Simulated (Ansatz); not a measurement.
# Ta2NF2 monolayer: a soft mode frozen in, part 2 of 3

Aim: this structure of Ta2NF2 monolayer is to be tested for unstable modes, and one is followed downhill.

Ansatz 0.2.0; DFT PBEsol, scalar-relativistic, plane waves, PAW.

So far, highest frequency on the path or at a solved wavevector (cm⁻¹): step 2 (response at finite wavevector) 655. Also lowest frequency on the path (cm⁻¹): step 2 -148.

## Step 5: Energy along the mode, all amplitudes (two of the runs are shown above)

An imaginary frequency means negative curvature, so the energy should fall and then rise again as anharmonic terms take over.

This step gave:

```
depth at the lowest point sampled  : 13.40 meV/atom
largest atomic shift at that point : 0.22 Å
```

Energy from the parent against largest atomic shift:

```csv
largest atomic shift (Å),energy from the parent (meV/atom)
0.000,0
0.040,-0.732
0.080,-2.73
0.140,-7.18
0.220,-13.4
0.320,-12.5
0.450,18.9
```

Displacement at unit largest shift by atom:

| atom | x (Å) | y (Å) | z (Å) | size |
| --- | --- | --- | --- | --- |
| N1 | 0.00 | 0.23 | 0.97 | 1.00 |
| N2 | 0.00 | -0.23 | -0.97 | 1.00 |
| Ta3 | 0.00 | 0.33 | -0.03 | 0.33 |
| Ta4 | 0.00 | -0.33 | 0.03 | 0.33 |
| Ta5 | 0.00 | -0.33 | 0.03 | 0.33 |
| Ta6 | 0.00 | 0.33 | -0.03 | 0.33 |
| F7 | 0.00 | 0.05 | -0.36 | 0.37 |
| F8 | 0.00 | -0.05 | 0.36 | 0.37 |
| F9 | 0.00 | -0.05 | 0.36 | 0.37 |
| F10 | 0.00 | 0.05 | -0.36 | 0.37 |

The lowest of the steps tried is at 0.22 Å, 13.4 meV/atom below the parent; the bottom of the well need not coincide with a step.

## Step 6: Relaxing from the distorted cell

Starting from the lowest point found, all atoms and the cell are let go, so that strain and other modes of the same symmetry can join in.

input.yaml

```yaml
crystal:
  lattice:
    - [3.2550074214, 0.0, 0.0]
    - [0.0, 5.6378382328, 0.0]
    - [0.0, 0.0, 33.2]
  atoms:
    - { symbol: "N", position: [0.0, 0.0089041317, 0.307656508] }
    - { symbol: "N", position: [0.5, 0.4910958683, 0.2947531306] }
    - { symbol: Ta, position: [1.0, 0.3461092627, 0.3308755574] }
    - { symbol: Ta, position: [0.5, 0.8205574039, 0.3312824635] }
    - { symbol: Ta, position: [0.5, 0.1538907373, 0.2715340811] }
    - { symbol: Ta, position: [1.0, 0.6794425961, 0.271127175] }
    - { symbol: F, position: [0.5, 0.1686194959, 0.3683171234] }
    - { symbol: F, position: [1.0, 0.6647138375, 0.3731500164] }
    - { symbol: F, position: [1.0, 0.3313805041, 0.2340925151] }
    - { symbol: F, position: [0.5, 0.8352861625, 0.2292596221] }
  periodic: [true, true, false]
kpoints:
  mp_grid: { grid: [12, 6, 1] }
hamiltonian:
  xc: pbesol
scf:
  occupations: { method: methfessel_paxton, width: 0.15 }
output:
  forces: true
  stress: true
  eigenvalues: true
  write_density: true
  write_potential: true
  elf: true
  volumetric_format: npy
relax:
  adjacent_minimum: "off"
  f_tol: 0.002
  max_steps: 120
  cell: { stress_2d_tol: 0.005 }
```

Run with:

```sh
$ ansatz run input.yaml --threads 8 --pin off --max-ram 14336MiB --backend cpu --events-out ev --progress --plain --runs-dir out
```

Numbers of over 12 decimals in the logs are rounded to 6 here.

The log of the run:

```text
[...]
Crystal: 10 atoms, lattice volume = 609.260 Å³
Basis set: ecut = 420 eV, 11971 PW (Γ), exchange–correlation on 48×80×450 points (8 copies of the dense FFT grid, shifted against one another)
Bands: 55, of which v1, the nominal top of the filled ones, is band 45 counted from 1 (44 counted from 0)
Symmetry: 4 space group operations
[...]
k-points: 28 of 72
[...]
SCF iter   1: F=—  HF=-43189.730862 eV  |F-HF|=—  |Δ(HF+E_count)|=         —  Δρ=8.12e-3  dr2=4.05e-1  ethr=1.77e-3  ⟨swp⟩=11.9  Hψ=10374  notcnv=0
[...]
SCF iter   8: F=-43189.644388 eV  HF=-43189.644388 eV  |F-HF|=1.17e-7  |Δ(HF+E_count)|=   5.45e-7  S|Δr|=    0.00e0  Δρ=1.45e-6  dr2=9.59e-9  ethr=1.11e-10  ⟨swp⟩=33.3  Hψ=20778  notcnv=0
SCF 1 converged in 8 iterations: F = -43189.644388 eV  dr2 = 9.59e-9
[...]
relax step   1: F+E_penalty+E_count = -43189.64438819 eV  Δ(F+E_penalty+E_count) = +0.000e0 eV  max|allowed force component| = 8.802e-1 eV/Å  Δτ_max = 0.0000 Å  P = -1.802 N/m  Ω = 609.260 Å³  fix = [c, alpha, beta]  reactions: c +0.000 N/m; alpha +0.000 N/m/rad  (8 SCF iters, dr2 threshold 1.00e-7 eV, accepted)
Crystal: 10 atoms, lattice volume = 581.484 Å³
Basis set: ecut = 420 eV, 11427 PW (Γ), exchange–correlation on 48×80×450 points (8 copies of the dense FFT grid, shifted against one another)
[...]
iter 1 solved again at ethr=4.70e-4 eV; its pass at ethr=3.10e-3 eV (dr2=4.23e-1 eV) is discarded
[...]
SCF iter   7: F=-43189.952932 eV  HF=-43189.952932 eV  |F-HF|=1.07e-7  |Δ(HF+E_count)|=   3.80e-6  S|Δr|=    0.00e0  Δρ=8.85e-6  dr2=3.65e-7  ethr=1.11e-9  ⟨swp⟩=33.0  Hψ=23276  notcnv=0
SCF 2 converged in 7 iterations: F = -43189.952932 eV  dr2 = 3.65e-7
  Residual-converged pass: ⟨swp⟩=1.1  Hψ=1654  notcnv=0  max |occ|·‖R‖ = 7.0e-9 eV (tolerance 1.0e-8 eV)  dr2=3.65e-7  dr2_onsite=1.52e-8  max |Δocc| = 1.4e-10
relax step   2: F+E_penalty+E_count = -43189.95293173 eV  Δ(F+E_penalty+E_count) = -3.085e-1 eV  max|allowed force component| = 8.434e-1 eV/Å  Δτ_max = 0.1511 Å  P = -1.725 N/m  Ω = 581.484 Å³  energy of the carried Pulay correction = +2.193e-2 eV  fix = [c, alpha, beta]  reactions: c +0.000 N/m; alpha +0.000 N/m/rad  (7 SCF iters, dr2 threshold 1.00e-6 eV, accepted)
Crystal: 10 atoms, lattice volume = 554.119 Å³
Basis set: ecut = 420 eV, 10837 PW (Γ), exchange–correlation on 48×80×450 points (8 copies of the dense FFT grid, shifted against one another)
[...]
SCF iter   8: F=-43189.885677 eV  HF=-43189.885677 eV  |F-HF|=2.18e-7  |Δ(HF+E_count)|=   3.02e-6  S|Δr|=    0.00e0  Δρ=2.47e-6  dr2=3.48e-8  ethr=8.04e-10  ⟨swp⟩=17.7  Hψ=18639  notcnv=0
SCF 3 converged in 8 iterations: F = -43189.885677 eV  dr2 = 3.48e-8
relax step   3: F+E_penalty+E_count = -43189.88567699 eV  Δ(F+E_penalty+E_count) = +6.725e-2 eV  max|allowed force component| = 1.904e0 eV/Å  Δτ_max = 0.1490 Å  P = +3.335 N/m  Ω = 554.119 Å³  energy of the carried Pulay correction = +4.457e-2 eV  fix = [c, alpha, beta]  (8 SCF iters, dr2 threshold 1.00e-6 eV, rejected (line search))
[... from here on, the SCF cycles and remarks between the steps are left out ...]
relax step   4: F+E_penalty+E_count = -43190.10318031 eV  Δ(F+E_penalty+E_count) = -1.502e-1 eV  max|allowed force component| = 5.817e-1 eV/Å  Δτ_max = 0.0528 Å  P = -0.536 N/m  Ω = 572.349 Å³  energy of the carried Pulay correction = +2.937e-2 eV  fix = [c, alpha, beta]  reactions: c +0.000 N/m; alpha -0.000 N/m/rad  (13 SCF iters, accepted)
relax step   5: F+E_penalty+E_count = -43190.15437409 eV  Δ(F+E_penalty+E_count) = -5.119e-2 eV  max|allowed force component| = 6.938e-1 eV/Å  Δτ_max = 0.0981 Å  P = +1.097 N/m  Ω = 560.357 Å³  energy of the carried Pulay correction = +3.931e-2 eV  fix = [c, alpha, beta]  reactions: c +0.000 N/m; alpha -0.000 N/m/rad  (6 SCF iters, dr2 threshold 1.00e-6 eV, accepted)
relax step   6: F+E_penalty+E_count = -43190.19959236 eV  Δ(F+E_penalty+E_count) = -4.522e-2 eV  max|allowed force component| = 2.375e-1 eV/Å  Δτ_max = 0.0423 Å  P = +0.296 N/m  Ω = 565.613 Å³  energy of the carried Pulay correction = +3.493e-2 eV  fix = [c, alpha, beta]  reactions: c -0.000 N/m; alpha -0.000 N/m/rad  (6 SCF iters, dr2 threshold 1.00e-6 eV, accepted)
relax step   7: F+E_penalty+E_count = -43190.21103558 eV  Δ(F+E_penalty+E_count) = -1.144e-2 eV  max|allowed force component| = 1.007e-1 eV/Å  Δτ_max = 0.0204 Å  P = +0.044 N/m  Ω = 566.360 Å³  energy of the carried Pulay correction = +3.431e-2 eV  fix = [c, alpha, beta]  reactions: c +0.000 N/m; alpha -0.000 N/m/rad  (5 SCF iters, dr2 threshold 1.00e-6 eV, accepted)
relax step   8: F+E_penalty+E_count = -43190.21537199 eV  Δ(F+E_penalty+E_count) = -4.336e-3 eV  max|allowed force component| = 3.281e-2 eV/Å  Δτ_max = 0.0225 Å  P = +0.053 N/m  Ω = 566.122 Å³  energy of the carried Pulay correction = +3.451e-2 eV  fix = [c, alpha, beta]  reactions: c -0.000 N/m; alpha -0.000 N/m/rad  (5 SCF iters, dr2 threshold 6.34e-7 eV, accepted)
relax step   9: F+E_penalty+E_count = -43190.21682705 eV  Δ(F+E_penalty+E_count) = -1.455e-3 eV  max|allowed force component| = 2.407e-2 eV/Å  Δτ_max = 0.0226 Å  P = -0.089 N/m  Ω = 566.273 Å³  energy of the carried Pulay correction = +3.438e-2 eV  fix = [c, alpha, beta]  reactions: c +0.000 N/m; alpha +0.000 N/m/rad  (6 SCF iters, dr2 threshold 6.73e-8 eV, accepted)
relax step  10: F+E_penalty+E_count = -43190.21759396 eV  Δ(F+E_penalty+E_count) = -7.669e-4 eV  max|allowed force component| = 2.525e-2 eV/Å  Δτ_max = 0.0216 Å  P = +0.156 N/m  Ω = 565.923 Å³  energy of the carried Pulay correction = +3.467e-2 eV  fix = [c, alpha, beta]  reactions: c +0.000 N/m; alpha -0.000 N/m/rad  (6 SCF iters, dr2 threshold 3.62e-8 eV, accepted)
relax step  11: F+E_penalty+E_count = -43190.21747601 eV  Δ(F+E_penalty+E_count) = +1.179e-4 eV  max|allowed force component| = 1.430e-2 eV/Å  Δτ_max = 0.0034 Å  P = -0.039 N/m  Ω = 566.215 Å³  energy of the carried Pulay correction = +3.443e-2 eV  fix = [c, alpha, beta]  reactions: c -0.000 N/m; alpha +0.000 N/m/rad  (5 SCF iters, dr2 threshold 3.98e-8 eV, accepted)
relax step  12: F+E_penalty+E_count = -43190.21760288 eV  Δ(F+E_penalty+E_count) = -1.269e-4 eV  max|allowed force component| = 1.692e-2 eV/Å  Δτ_max = 0.0022 Å  P = -0.036 N/m  Ω = 566.141 Å³  energy of the carried Pulay correction = +3.449e-2 eV  fix = [c, alpha, beta]  reactions: c +0.000 N/m; alpha +0.000 N/m/rad  (5 SCF iters, dr2 threshold 1.28e-8 eV, accepted)
[...]
relax step  31: F+E_penalty+E_count = -43191.22177147 eV  Δ(F+E_penalty+E_count) = -2.073e-3 eV  max|allowed force component| = 9.572e-2 eV/Å  Δτ_max = 0.0084 Å  P = +0.059 N/m  Ω = 576.472 Å³  energy of the carried Pulay correction = -1.898e-3 eV  fix = [c, alpha, beta]  reactions: c -0.000 N/m; alpha +0.000 N/m/rad  (5 SCF iters, dr2 threshold 1.00e-6 eV, accepted)
relax step  32: F+E_penalty+E_count = -43191.22320069 eV  Δ(F+E_penalty+E_count) = -1.429e-3 eV  max|allowed force component| = 2.583e-2 eV/Å  Δτ_max = 0.0099 Å  P = +0.142 N/m  Ω = 576.478 Å³  energy of the carried Pulay correction = -1.906e-3 eV  fix = [c, alpha, beta]  reactions: c +0.000 N/m; alpha -0.000 N/m/rad  (5 SCF iters, dr2 threshold 5.73e-7 eV, accepted)
relax step  33: F+E_penalty+E_count = -43191.22271791 eV  Δ(F+E_penalty+E_count) = +4.828e-4 eV  max|allowed force component| = 2.066e-2 eV/Å  Δτ_max = 0.0054 Å  P = -0.065 N/m  Ω = 577.295 Å³  energy of the carried Pulay correction = -2.578e-3 eV  fix = [c, alpha, beta]  reactions: c -0.000 N/m; alpha +0.000 N/m/rad  (6 SCF iters, dr2 threshold 4.17e-8 eV, accepted)
relax step  34: F+E_penalty+E_count = -43191.22291580 eV  Δ(F+E_penalty+E_count) = -1.979e-4 eV  max|allowed force component| = 7.760e-3 eV/Å  Δτ_max = 0.0019 Å  P = +0.002 N/m  Ω = 577.126 Å³  energy of the carried Pulay correction = -2.441e-3 eV  fix = [c, alpha, beta]  reactions: c +0.000 N/m; alpha +0.000 N/m/rad  (5 SCF iters, dr2 threshold 2.67e-8 eV, accepted)
relax step  35: F+E_penalty+E_count = -43191.22293152 eV  Δ(F+E_penalty+E_count) = -1.572e-5 eV  max|allowed force component| = 1.111e-3 eV/Å  Δτ_max = 0.0007 Å  P = -0.001 N/m  Ω = 577.113 Å³  energy of the carried Pulay correction = -2.431e-3 eV  fix = [c, alpha, beta]  reactions: c +0.000 N/m; alpha +0.000 N/m/rad  (5 SCF iters, dr2 threshold 3.76e-9 eV, accepted)
relax step  36: F+E_penalty+E_count = -43191.22573003 eV  Δ(F+E_penalty+E_count) = -2.799e-3 eV  max|allowed force component| = 1.078e-3 eV/Å  Δτ_max = 0.0000 Å  P = +0.035 N/m  Ω = 577.113 Å³  fix = [c, alpha, beta]  reactions: c -0.000 N/m; alpha -0.000 N/m/rad  stress off target by 7.21e-2 N/m on what of the cell is left free  SCF on the basis re-selected at this cell (its energy is not comparable with the rows above)  (9 SCF iters)
relax step  37: F+E_penalty+E_count = -43191.22557020 eV  Δ(F+E_penalty+E_count) = +1.598e-4 eV  max|allowed force component| = 4.117e-3 eV/Å  Δτ_max = 0.0009 Å  P = -0.009 N/m  Ω = 577.324 Å³  energy of the carried Pulay correction = -1.785e-4 eV  fix = [c, alpha, beta]  reactions: c +0.000 N/m; alpha +0.000 N/m/rad  (5 SCF iters, dr2 threshold 5.95e-9 eV, accepted)
relax step  38: F+E_penalty+E_count = -43191.22558261 eV  Δ(F+E_penalty+E_count) = -1.241e-5 eV  max|allowed force component| = 2.822e-3 eV/Å  Δτ_max = 0.0003 Å  P = +0.006 N/m  Ω = 577.308 Å³  energy of the carried Pulay correction = -1.664e-4 eV  fix = [c, alpha, beta]  reactions: c +0.000 N/m; alpha -0.000 N/m/rad  (5 SCF iters, dr2 threshold 1.06e-9 eV, accepted)
relax step  39: F+E_penalty+E_count = -43191.22557745 eV  Δ(F+E_penalty+E_count) = +5.163e-6 eV  max|allowed force component| = 6.529e-4 eV/Å  Δτ_max = 0.0001 Å  P = +0.000 N/m  Ω = 577.316 Å³  energy of the carried Pulay correction = -1.723e-4 eV  fix = [c, alpha, beta]  reactions: c -0.000 N/m; alpha +0.000 N/m/rad  (5 SCF iters, dr2 threshold 4.98e-10 eV, accepted)
[...]
SCF iter   1: F=—  HF=-43191.225683 eV  |F-HF|=—  |Δ(HF+E_count)|=         —  Δρ=1.51e-5  dr2=3.69e-8  ethr=3.14e-7  ⟨swp⟩=7.2  Hψ=17927  notcnv=0
eigensolver tolerance schedule: the retry pair's looser diagonalisation over-reported the residual by 7663.68 of it (diagonalisation noise at 3.47 of the residual, at the tolerance the schedule requests for it); recorded, not acted on — ethr = c·dr2/N_el stays at c = 1.0e-1
SCF iter   2: F=—  HF=-43191.225751 eV  |F-HF|=—  |Δ(HF+E_count)|=   6.86e-5  S|Δr|=    0.00e0  Δρ=1.93e-6  dr2=1.96e-8  ethr=4.10e-11  ⟨swp⟩=7.1  Hψ=6984  notcnv=0
[...]
SCF iter   7: F=-43191.225751 eV  HF=-43191.225751 eV  |F-HF|=1.02e-10  |Δ(HF+E_count)|=   8.18e-9  S|Δr|=    0.00e0  Δρ=4.10e-9  dr2=7.48e-14  ethr=1.00e-12  ⟨swp⟩=15.1  Hψ=10510  notcnv=0
SCF 40 converged in 7 iterations: F = -43191.225751 eV  dr2 = 7.48e-14
relax step  40: F+E_penalty+E_count = -43191.22575125 eV  Δ(F+E_penalty+E_count) = -1.738e-4 eV  max|allowed force component| = 6.551e-4 eV/Å  Δτ_max = 0.0000 Å  P = +0.001 N/m  Ω = 577.316 Å³  fix = [c, alpha, beta]  reactions: c +0.000 N/m; alpha -0.000 N/m/rad  stress off target by 3.06e-3 N/m on what of the cell is left free  SCF on the basis re-selected at this cell (its energy is not comparable with the rows above)  (7 SCF iters)
[...]
WARN: The output density's exchange-correlation potential varies sharply where the density is thin. Do not read a vacuum level from v_tot or v_xc, or from such a field of the output density. On a cell that repeats whose density bears no net charge and no dipole along the vacuum's axis use v_es (v_loc + v_h of the components); under efield.dipole_correction with no amplitude use v_es + v_field, which holds any externa [...]
SCF converged after 7 iterations
[...]
Free energy (F): -43191.225751 eV
[...]
Internal energy: -43191.226704 eV  (E = F + TS)
E sigma→0 (E₀):  -43191.225989 eV
Entropy (-TS):   0.000953 eV (0.095 meV/atom)
Fermi energy:    -4.370173 eV
[...]
--- Forces (eV/Å), atoms counted from 1 ---
  atom   1  N      0.00000000     0.00013508    -0.00004293
  atom   2  N      0.00000000    -0.00013508     0.00004293
  atom   3  Ta     0.00000000     0.00017760     0.00017481
  atom   4  Ta     0.00000000    -0.00065513     0.00026393
  atom   5  Ta     0.00000000    -0.00017760    -0.00017481
  atom   6  Ta     0.00000000     0.00065513    -0.00026393
  atom   7  F      0.00000000     0.00011924    -0.00000328
  atom   8  F      0.00000000     0.00004067    -0.00002008
  atom   9  F      0.00000000    -0.00011924     0.00000328
  atom  10  F      0.00000000    -0.00004067     0.00002008
  max |Σ_I F_I| component: 5.42e-20 eV/Å
--- 2D stress c σ (N/m, compression-positive) ---
       -0.000511       0.000000       0.000000
        0.000000       0.003058       0.000000
        0.000000       0.000000       0.000000
  P = ½ c Tr σ = 0.0013 N/m
--- Band table (eV; the first three rows and the last of 28) ---
  k-point 0: bands = [... 41 lower, -7.5432, -6.4521, -6.0385, -5.5195, -4.2454, -3.5229, -3.4056, -2.7394, ... 6 higher]
  k-point 1: bands = [... 41 lower, -7.4806, -6.6127, -6.0545, -5.5616, -4.7201, -3.4072, -3.1832, -2.5776, ... 6 higher]
  k-point 2: bands = [... 41 lower, -7.1506, -6.8593, -6.2407, -5.6724, -5.1533, -3.3925, -2.8967, -2.7792, ... 6 higher]
  k-point 27: bands = [... 41 lower, -6.4381, -5.7896, -5.7896, -3.6987, -3.6987, -2.5379, -2.5379, -2.0768, ... 6 higher]
  ° read free of the cell's end (the report's vacuum.weakly_bound_levels)
--- Relaxed structure (37 steps of the walk, 36 accepted, 3 SCFs on fresh bases) ---
  F+E_penalty+E_count = -43191.22575125 eV   max|allowed force component| = 6.551e-4 eV/Å   (the final SCF, on the basis selected at the relaxed cell)
  cell:  # Å, volume = 577.3157 Å³
    - [2.803230, 0.0, 0.0]
    - [0.0, 6.203211, 0]
    - [0.0, 0, 33.2]
  atoms:
    - { symbol: N, position: [0, 0.077052, 0.321096] }
    - { symbol: N, position: [0.500000, 0.422948, 0.281313] }
    - { symbol: Ta, position: [1.000000, 0.398601, 0.334632] }
    - { symbol: Ta, position: [0.500000, 0.835438, 0.336023] }
    - { symbol: Ta, position: [0.500000, 0.101399, 0.267777] }
    - { symbol: Ta, position: [1.000000, 0.664562, 0.266387] }
    - { symbol: F, position: [0.500000, 0.318928, 0.380153] }
    - { symbol: F, position: [1.000000, 0.693698, 0.377054] }
    - { symbol: F, position: [1.000000, 0.181072, 0.222257] }
    - { symbol: F, position: [0.500000, 0.806302, 0.225356] }
```

Run time: 6.5 min. Hardware: 8 threads of Arm Neoverse V2, shared host; peak memory 2.1 GiB.

(Part 2 of 3 ends here.)

[Logs are printed without paths, hosts, clocks, repeated set-up lines and the standing remarks that a program may print on its own settings, such as how far it seeks lower states.]

[Hosts, paths, dates, database ids (printed as entryN), source tags and the programs' standing remarks are cut or masked in the printed files.]
